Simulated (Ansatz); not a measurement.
# Mg on Mo(110): change of the work function, part 4 of 6

Aim: the work function of Mo(110) at several coverages of Mg (hollow site), and the dipole that each adsorbate carries.

Ansatz 0.2.0; plane-wave DFT, PBE, Ansatz PAW.

So far, work function, upper face (eV): step 2 (the clean slab) 4.60; step 3 (37 atoms, coverage 0.111 ML, cell 3x3) 3.66; step 4 (17 atoms, coverage 0.25 ML, cell 2x2) 3.05.

### Step 5. The covered slab, k-mesh 6×6×1, coverage 0.5 ML

System of this step: Mg/Mo(110). The cell holds 18 atoms: 16 Mo and 2 Mg. Cell: a = 5.456 Å, b = 5.456 Å, c = 27.325 Å, α = 90.0°, β = 90.0°, γ = 70.5°. Vacuum lies along c.

Another coverage, to see how the dipoles act on each other as their distance changes.

File input.yaml:

```yaml
crystal:
  lattice:
    - [4.4547727214, -3.15, 0.0]
    - [4.4547727214, 3.15, 0.0]
    - [0.0, 0.0, 27.3250875724]
  atoms:
    - { symbol: Mo, position: [0.0, 0.0, 0.3293676544] }
    - { symbol: Mo, position: [0.25, 0.25, 0.4108819901] }
    - { symbol: Mo, position: [0.0, 0.0, 0.4932099882] }
    - { symbol: Mo, position: [0.25, 0.25, 0.5717514282] }
    - { symbol: Mo, position: [0.0, 0.5, 0.3293676544] }
    - { symbol: Mo, position: [0.25, 0.75, 0.4108819901] }
    - { symbol: Mo, position: [0.0, 0.5, 0.4932099882] }
    - { symbol: Mo, position: [0.25, 0.75, 0.5717514282] }
    - { symbol: Mo, position: [0.5, 0.0, 0.3293676544] }
    - { symbol: Mo, position: [0.75, 0.25, 0.4108819901] }
    - { symbol: Mo, position: [0.5, 0.0, 0.4932099882] }
    - { symbol: Mo, position: [0.75, 0.25, 0.5717514282] }
    - { symbol: Mo, position: [0.5, 0.5, 0.3293676544] }
    - { symbol: Mo, position: [0.75, 0.75, 0.4108819901] }
    - { symbol: Mo, position: [0.5, 0.5, 0.4932099882] }
    - { symbol: Mo, position: [0.75, 0.75, 0.5717514282] }
    - { symbol: Mg, position: [0.42, 0.42, 0.6706323456] }
    - { symbol: Mg, position: [0.92, 0.92, 0.6706323456] }
kpoints:
  mp_grid: { grid: [6, 6, 1] }
hamiltonian:
  xc: pbe
scf:
  occupations: { method: fermi_dirac, width: 0.1 }
  convergence: { dr2_threshold: 1.0e-08 }
efield:
  axis: 3
  dipole_correction: true
  ramp_position: 0.97
  ramp_width: 0.06
relax:
  f_tol: 0.02
  max_steps: 60
  constraints: [{ sites: [0, 1, 4, 5, 8, 9, 12, 13] }]
output:
  bader: true
  dos: { projected: true, e_range: [-8, 4] }
  write_potential: true
  write_density: true
  volumetric_format: npy
```

Command:

```bash
$ ansatz run input.yaml --threads 4 --pin off --max-ram 12288MiB --backend cpu --events-out ev --progress --plain --runs-dir out
```

Numbers of over 12 decimals in the logs are rounded to 6 here.

What it wrote:

```text
[...]
Crystal: 18 atoms, lattice volume = 766.880 Å³
Basis set: ecut = 420 eV, 14995 PW (Γ), exchange–correlation on 80×80×384 points (8 copies of the dense FFT grid, shifted against one another)
Bands: 147, of which v1, the nominal top of the filled ones, is band 122 counted from 1 (121 counted from 0)
Symmetry: 4 space group operations
[...]
2     Mo      0.0327     0.0000
     3     Mo     -0.1831     0.0001
     4     Mo     -0.0534     0.0000
     5     Mo      0.0450     0.0000
     6     Mo      0.0445     0.0000
     7     Mo     -0.7678     0.0001
[...]
14     Mo      0.0327     0.0000
    15     Mo     -0.1831     0.0001
    16     Mg      0.8887     0.0000
    17     Mg      0.8887     0.0000
  estimated error of the sums over rays = 6.9e-4 e
[key lines of the parts left out:]
SCF converged after 8 iterations
Free energy (F): -83135.296042 eV
Fermi energy:    4.864847 eV
Dipole field:    D = 0.051864 V/Å  (p = 0.219802 e·Å, saw-weighted, corrected)
Work function:   Φ+ = 3.2292 eV   Φ− = 4.6464 eV
```

Run time: 4.5 min. Hardware: 4 threads of Arm Neoverse V2, shared host; peak memory 3.2 GiB.

The steps of the relaxation:

```tsv
step	energy less that of the first step (eV)	largest force component (eV/Å)
1	0.0000	0.7425
2	-0.2781	0.4210
3	-0.4114	0.2046
4	-0.4807	0.1205
5	-0.5196	0.0310
6	-0.5219	0.0090
```

Forces are held to the 4 operations that the run works with; a distortion that breaks them can't arise in this run.

The atoms that moved most (Å):

```tsv
atom	dx	dy	dz	length
Mg18	0.712	0.000	-0.356	0.796
Mg17	0.712	0.000	-0.356	0.796
Mo4	0.004	0.000	0.049	0.049
Mo16	0.004	0.000	0.049	0.049
Mo12	0.004	0.000	0.015	0.016
Mo8	0.004	0.000	0.015	0.016
Mo15	0.002	0.000	-0.010	0.010
Mo3	0.002	0.000	-0.010	0.010
```

Final coordinates:

```
Mo Mg
1.0
     4.45477   -3.15000    0.00000
     4.45477    3.15000    0.00000
     0.00000    0.00000   27.32509
Mo Mg
16 2
Direct
  0.00000 0.00000 0.32937
  0.25000 0.25000 0.41088
  0.00024 0.00024 0.49286
  0.25040 0.25040 0.57353
  0.00000 0.50000 0.32937
  0.25000 0.75000 0.41088
  0.00022 0.50022 0.49320
  0.25046 0.75046 0.57231
  0.50000 0.00000 0.32937
  0.75000 0.25000 0.41088
  0.50022 0.00022 0.49320
  0.75046 0.25046 0.57231
  0.50000 0.50000 0.32937
  0.75000 0.75000 0.41088
  0.50024 0.50024 0.49286
  0.75040 0.75040 0.57353
  0.49990 0.49990 0.65761
  0.99990 0.99990 0.65761
```

The density of states has structure finer than the step of the table below, so its rows give means over 0.25 eV, whole bins alone (the curve runs from -8 to 1.44 eV). Peaks (eV: height): -3.730: 29.3, -3.130: 35.9, -3.040: 28.1, -2.890: 29.5, -2.740: 28.8, -2.050: 32.9, 1.140: 31.0.

The density of states by energy, zero at the Fermi level; means over each step:

energy (eV), density of states (states/eV a cell) and a bar:
```
    -7.00        0.0 
    -6.75        0.3 
    -6.50        0.9 #
    -6.25        0.9 #
    -6.00        1.0 #
    -5.75        1.2 #
    -5.50        2.3 ###
    -5.25        2.7 ###
    -5.00        6.7 ########
    -4.75       15.3 ##################
    -4.50       16.9 ####################
    -4.25       16.7 ####################
    -4.00       19.6 #######################
    -3.75       24.7 #############################
    -3.50       20.1 ########################
    -3.25       22.6 ##########################
    -3.00       25.6 ##############################
    -2.75       24.0 ############################
    -2.50       22.0 ##########################
    -2.25       21.3 #########################
    -2.00       19.7 #######################
    -1.75       23.2 ###########################
    -1.50       24.8 #############################
    -1.25       17.6 #####################
    -1.00       18.2 #####################
    -0.75       12.8 ###############
    -0.50       15.9 ###################
    -0.25       14.2 #################
     0.00       15.7 ##################
     0.25       16.7 ####################
     0.50       19.0 ######################
     0.75       22.0 ##########################
     1.00       24.7 #############################
     1.25       25.2 ##############################
```

The relaxation took 6 steps and lowered the energy by 0.52 eV; the largest force on the free atoms ends at 0.0090 eV/Å.

The covered face has 3.23 eV, -1.37 eV against the clean one; the bare back face has moved by -0.05 eV, a measure of how thin the slab is.

### Step 6. The covered slab, k-mesh 12×12×1, coverage 1 ML

System of this step: Mg/Mo(110). The cell holds 5 atoms: 4 Mo and 1 Mg. Cell: a = 2.728 Å, b = 2.728 Å, c = 27.325 Å, α = 90.0°, β = 90.0°, γ = 70.5°. Vacuum lies along c.

Another coverage, to see how the dipoles act on each other as their distance changes.

input.yaml, the sections that differ from step 5:

```yaml
crystal:
  lattice:
    - [2.2273863607, -1.575, 0.0]
    - [2.2273863607, 1.575, 0.0]
    - [0.0, 0.0, 27.3250875724]
  atoms:
    - { symbol: Mo, position: [0.0, 0.0, 0.3293676544] }
    - { symbol: Mo, position: [0.5, 0.5, 0.4108819901] }
    - { symbol: Mo, position: [0.0, 0.0, 0.4932099882] }
    - { symbol: Mo, position: [0.5, 0.5, 0.5717514282] }
    - { symbol: Mg, position: [0.84, 0.84, 0.6706323456] }
kpoints:
  mp_grid: { grid: [12, 12, 1] }
relax:
  f_tol: 0.02
  max_steps: 60
  constraints: [{ sites: [0, 1] }]
output:
  bader: true
  write_potential: true
  write_density: true
  volumetric_format: npy
# hamiltonian, scf, efield: as in step 5
```

What it wrote:

```text
[...]
Crystal: 5 atoms, lattice volume = 191.720 Å³
Basis set: ecut = 420 eV, 3805 PW (Γ), exchange–correlation on 40×40×384 points (8 copies of the dense FFT grid, shifted against one another)
Bands: 40, of which v1, the nominal top of the filled ones, is band 33 counted from 1 (32 counted from 0)
Symmetry: 2 space group operations
[...]
- { symbol: Mo, position: [0.498329, 0.498329, 0.573480] }
    - { symbol: Mg, position: [1.001862, 1.001862, 0.662127] }
--- Bader charges: 5 sites ---
  site symbol  charge [e]  shift [e]
     0     Mo     -0.0535     0.0000
     1     Mo      0.0391     0.0000
     2     Mo      0.0303     0.0000
     3     Mo     -1.0876     0.0000
     4     Mg      1.0717     0.0081
  estimated error of the sums over rays = 4.8e-4 e
[key lines of the parts left out:]
SCF converged after 6 iterations
Free energy (F): -21745.925260 eV
Fermi energy:    5.133166 eV
Dipole field:    D = 0.023077 V/Å  (p = 0.024450 e·Å, saw-weighted, corrected)
Work function:   Φ+ = 4.0319 eV   Φ− = 4.6625 eV
```

Elapsed: 50 s, on 4 threads; peak memory 0.66 GiB.

Step by step:

```tsv
step	energy less that of the first step (eV)	largest force component (eV/Å)
1	0.0000	0.7797
2	-0.0867	0.5064
3	-0.1358	0.1369
4	-0.1563	0.0828
5	-0.1637	0.0428
6	-0.1642	0.0149
```

The run keeps the 2 symmetry operations that it works with, so distortions that break them were not tested.

The atoms that moved most (Å):

```tsv
atom	dx	dy	dz	length
Mg5	0.721	0.000	-0.232	0.758
Mo4	-0.007	0.000	0.047	0.048
Mo3	-0.004	0.000	-0.008	0.009
```

The relaxed structure:

```xyz
5
Lattice="2.2274 -1.5750 0.0000 2.2274 1.5750 0.0000 0.0000 0.0000 27.3251" Properties=species:S:1:pos:R:3
Mo    0.0000    0.0000    9.0000
Mo    2.2274    0.0000   11.2274
Mo   -0.0040    0.0000   13.4692
Mo    2.2199    0.0000   15.6704
Mg    4.4631    0.0000   18.0927
```

Running mean over 2.227 Å of the planar mean; the ramp of the sawtooth is left out. Electron's electrostatic potential energy less the Fermi level against z:

```tsv
z (Å)	electron's electrostatic potential energy less the Fermi level (eV)
3.5	4.66
4.0	4.66
4.5	4.66
5.0	4.65
5.5	4.62
6.0	4.52
6.5	4.20
7.0	3.18
7.5	-0.144
8.0	-5.98
8.5	-10.8
9.0	-12.4
9.5	-12.6
10.0	-12.7
10.5	-12.8
11.0	-12.9
11.5	-12.8
12.0	-12.8
12.5	-12.7
13.0	-12.8
13.5	-12.8
14.0	-12.9
14.5	-13.0
15.0	-12.8
15.5	-12.6
16.0	-12.0
16.5	-9.64
17.0	-7.38
17.5	-6.65
18.0	-6.65
18.5	-6.18
19.0	-3.74
19.5	0.280
20.0	2.61
20.5	3.52
21.0	3.86
21.5	3.98
22.0	4.01
22.5	4.03
23.0	4.03
23.5	4.03
24.0	4.03
```

The relaxation took 6 steps and lowered the energy by 0.16 eV; the largest force on the free atoms ends at 0.015 eV/Å.

The covered face has 4.03 eV, -0.57 eV against the clean one; the bare back face has moved by -0.03 eV, a measure of how thin the slab is.

### Step 7. Work function against coverage

This step: plane-wave DFT, PBE, Ansatz PAW; work function against coverage (Ansatz 0.2.0).

The runs are now put side by side.

Numbers from this step:

```
work function of the clean face     : 4.598 eV
largest change of the work function : -1.545 eV
```

Work function of the covered face against coverage:

```tsv
coverage (adsorbates/nm²)	work function of the covered face (eV)
0.00	4.60
1.58	3.66
3.56	3.05
7.13	3.23
14.25	4.03
```

The dipole per adsorbate comes from the change of the cell's dipole. Coverage, by row:

```tsv
coverage (1/nm²)	coverage (ML)	work function (eV)	change (eV)	dipole per adsorbate, positive end outwards (debye)	mean height of the added atoms over the highest substrate atom (Å)
1.583	0.1111	3.664	-0.9344	1.498	2.226
3.563	0.25	3.053	-1.545	1.1	2.221
7.126	0.5	3.229	-1.369	0.491	2.297
14.25	1	4.032	-0.5663	0.099	2.422
```

### Step 8. The slab at 0.25 ML, atoms frozen

This step: plane-wave DFT, PBE, Ansatz PAW (Ansatz 0.2.0).

System of this step: Mg/Mo(110). The cell holds 17 atoms: 16 Mo and 1 Mg. Its edges and angles: a = 5.456 Å, b = 5.456 Å, c = 27.325 Å, α = 90.0°, β = 90.0°, γ = 70.5°. Vacuum lies along c.

To see where the charge goes, the covered slab, the bare substrate and the adsorbate layer are each run at the same frozen positions and on the same grid.

File input.yaml:

```yaml
crystal:
  lattice:
    - [4.4547727214, -3.15, 0.0]
    - [4.4547727214, 3.15, 0.0]
    - [0.0, 0.0, 27.3250875724]
  atoms:
    - { symbol: Mo, position: [0.0, 0.0, 0.3293676544] }
    - { symbol: Mo, position: [0.25, 0.25, 0.4108819901] }
    - { symbol: Mo, position: [6.951e-06, 6.951e-06, 0.4928320508] }
    - { symbol: Mo, position: [0.2539452212, 0.2539452212, 0.5739197053] }
    - { symbol: Mo, position: [0.0, 0.5, 0.3293676544] }
    - { symbol: Mo, position: [0.25, 0.75, 0.4108819901] }
    - { symbol: Mo, position: [-1.94445e-05, 0.5000051905, 0.4928667819] }
    - { symbol: Mo, position: [0.2459528683, 0.7540419017, 0.5715446632] }
    - { symbol: Mo, position: [0.5, 0.0, 0.3293676544] }
    - { symbol: Mo, position: [0.75, 0.25, 0.4108819901] }
    - { symbol: Mo, position: [0.5000051905, -1.94445e-05, 0.4928667819] }
    - { symbol: Mo, position: [0.7540419017, 0.2459528683, 0.5715446632] }
    - { symbol: Mo, position: [0.5, 0.5, 0.3293676544] }
    - { symbol: Mo, position: [0.75, 0.75, 0.4108819901] }
    - { symbol: Mo, position: [0.5000046352, 0.5000046352, 0.4929497851] }
    - { symbol: Mo, position: [0.7461507476, 0.7461507476, 0.5739158366] }
    - { symbol: Mg, position: [0.4998795292, 0.4998795292, 0.6551838044] }
kpoints:
  mp_grid: { grid: [6, 6, 1] }
hamiltonian:
  xc: pbe
scf:
  occupations: { method: fermi_dirac, width: 0.1 }
  convergence: { dr2_threshold: 1.0e-08 }
efield:
  axis: 3
  dipole_correction: true
  ramp_position: 0.97
  ramp_width: 0.06
output:
  write_potential: true
  write_density: true
  volumetric_format: npy
```

What it wrote:

```text
[...]
Crystal: 17 atoms, lattice volume = 766.880 Å³
Basis set: ecut = 420 eV, 14995 PW (Γ)
Bands: 141, of which v1, the nominal top of the filled ones, is band 117 counted from 1 (116 counted from 0)
Symmetry: 2 space group operations
[...]
k-points: 13 of 36 (time reversal used)
[...]
SCF iter   1: F=—  HF=-81210.824845 eV  |F-HF|=—  |Δ(HF+E_count)|=         —  Δρ=4.84e-3  dr2=3.30e0  ethr=1.77e-3  p=0.320 e·Å  D=7.55e-2 V/Å  ΔV_dip=-2.06 eV  dr2_dipole=1.52e0  V_vac-E_F(+/−)=2.85/4.92 eV  ⟨swp⟩=8.8  Hψ=8546  notcnv=0  defer=1
[...]
SCF iter  10: F=-81210.774066 eV  HF=-81210.774066 eV  |F-HF|=1.96e-9  |Δ(HF+E_count)|=   1.15e-8  Δρ=4.03e-7  dr2=5.35e-9  ethr=4.27e-12  p=0.244 e·Å  D=5.76e-2 V/Å  ΔV_dip=-1.58 eV  dr2_dipole=8.75e-11  V_vac-E_F(+/−)=3.05/4.63 eV  ⟨swp⟩=7.3  Hψ=4947  notcnv=0
SCF 1 converged in 10 iterations: F = -81210.774066 eV  dr2 = 5.35e-9
[...]
SCF converged after 10 iterations
Free energy (F): -81210.774066 eV
[...]
Internal energy: -81210.294058 eV  (E = F + TS)
E sigma→0 (E₀):  -81210.534062 eV
Entropy (-TS):   -0.480009 eV (-28.236 meV/atom)
Fermi energy:    4.642012 eV
Dipole field:    D = 0.057652 V/Å  (p = 0.244331 e·Å, saw-weighted, corrected)
Work function:   Φ+ = 3.0529 eV   Φ− = 4.6283 eV
[...]
--- Band table (eV; the first three rows and the last of 13) ---
  k-point 0: bands = [... 113 lower, 5.2402, 5.3067, 5.3662, 5.5404, 5.5627, 5.5943, 5.6443, 5.8250, ... 20 higher]
  k-point 1: bands = [... 113 lower, 4.9039, 5.0739, 5.1997, 5.2208, 5.2693, 5.5483, 5.6193, 5.6782, ... 20 higher]
  k-point 2: bands = [... 113 lower, 4.1889, 4.2566, 4.4355, 4.5641, 4.8704, 5.1164, 5.1470, 5.2874, ... 20 higher]
  k-point 12: bands = [... 113 lower, 3.8950, 3.9347, 3.9362, 3.9377, 3.9600, 4.0883, 4.1572, 4.5093, ... 20 higher]
```

Elapsed: 52 s, on 4 threads; peak memory 2.9 GiB; 3.3 min of CPU time.

This step gave:

| Quantity | Value |
| --- | --- |
| energy at zero smearing | -81210.5341 eV |
| work function, upper face | 3.053 eV |
| work function, lower face | 4.628 eV |
| dipole along the normal | 0.2443 e·Å |
| step between the vacuum levels | -1.575 eV |

The work function of the upper face is 3.05 eV.

### Step 9. The substrate of the 0.25 ML cell alone

System of this step: Mg/Mo(110), substrate alone, atoms held. The cell holds 16 atoms: 16 Mo. Cell: a = 5.456 Å, b = 5.456 Å, c = 27.325 Å, α = 90.0°, β = 90.0°, γ = 70.5°. Vacuum lies along c.

The second part, atoms unmoved.

Edit input.yaml of step 8 so:

```diff
@@ -22,3 +22,2 @@
     - { symbol: Mo, position: [0.7461507476, 0.7461507476, 0.5739158366] }
-    - { symbol: Mg, position: [0.4998795292, 0.4998795292, 0.6551838044] }
 kpoints:
```

What it wrote:

```text
[...]
Crystal: 16 atoms, lattice volume = 766.880 Å³
Basis set: ecut = 420 eV, 14995 PW (Γ)
Bands: 135, of which v1, the nominal top of the filled ones, is band 112 counted from 1 (111 counted from 0)
Symmetry: 2 space group operations
[...]
k-points: 13 of 36 (time reversal used)
[...]
SCF iter   1: F=—  HF=-79286.630024 eV  |F-HF|=—  |Δ(HF+E_count)|=         —  Δρ=3.65e-3  dr2=5.94e-1  ethr=1.77e-3  p=0.010 e·Å  D=2.30e-3 V/Å  ΔV_dip=-0.06 eV  dr2_dipole=1.32e-3  V_vac-E_F(+/−)=4.79/4.86 eV  ⟨swp⟩=9.3  Hψ=8747  notcnv=0
[...]
SCF iter   9: F=-79286.611262 eV  HF=-79286.611262 eV  |F-HF|=4.15e-9  |Δ(HF+E_count)|=   4.25e-8  Δρ=8.04e-7  dr2=9.25e-9  ethr=4.46e-12  p=0.009 e·Å  D=2.08e-3 V/Å  ΔV_dip=-0.06 eV  dr2_dipole=4.68e-11  V_vac-E_F(+/−)=4.64/4.69 eV  ⟨swp⟩=9.8  Hψ=6591  notcnv=0
SCF 1 converged in 9 iterations: F = -79286.611262 eV  dr2 = 9.25e-9
[...]
SCF converged after 9 iterations
Free energy (F): -79286.611262 eV
[...]
Internal energy: -79286.143463 eV  (E = F + TS)
E sigma→0 (E₀):  -79286.377363 eV
Entropy (-TS):   -0.467799 eV (-29.237 meV/atom)
Fermi energy:    3.831244 eV
Dipole field:    D = 0.002073 V/Å  (p = 0.008784 e·Å, saw-weighted, corrected)
Work function:   Φ+ = 4.6365 eV   Φ− = 4.6931 eV
[...]
--- Band table (eV; the first three rows and the last of 13) ---
  k-point 0: bands = [... 108 lower, 4.3409, 4.5963, 4.8037, 4.8173, 4.8211, 4.8213, 4.8453, 4.9201, ... 19 higher]
  k-point 1: bands = [... 108 lower, 4.2578, 4.2764, 4.4321, 4.4568, 4.5409, 4.5668, 4.7819, 4.8602, ... 19 higher]
  k-point 2: bands = [... 108 lower, 3.3900, 3.4969, 3.5325, 3.7672, 3.9518, 4.2029, 4.4069, 4.4333, ... 19 higher]
  k-point 12: bands = [... 108 lower, 3.0466, 3.0956, 3.1052, 3.1161, 3.1825, 3.1900, 3.3184, 3.3386, ... 19 higher]
```

The job ended after 48 s (4 threads; peak memory 2.7 GiB; 3.1 min of CPU time).

This step gave:

```yaml
energy_at_zero_smearing: -79286.3774 eV
work_function_upper_face: 4.637 eV
work_function_lower_face: 4.693 eV
dipole_along_the_normal: 0.008784 e·Å
step_between_the_vacuum_levels: -0.05664 eV
```

The work function of the upper face is 4.64 eV.

(Continued in part 5 of 6.)

[Logs are printed without paths, hosts, clocks, repeated set-up lines and the standing remarks that a program may print on its own settings, such as how far it seeks lower states.]

[Hosts, paths, dates, database ids (printed as entryN), source tags and the programs' standing remarks are cut or masked in the printed files.]

[Maps of the electrostatic potential energy from Ansatz leave out the sawtooth potential of an applied field or a dipole correction, so their vacuum need not be flat; planar profiles and work functions include it.]
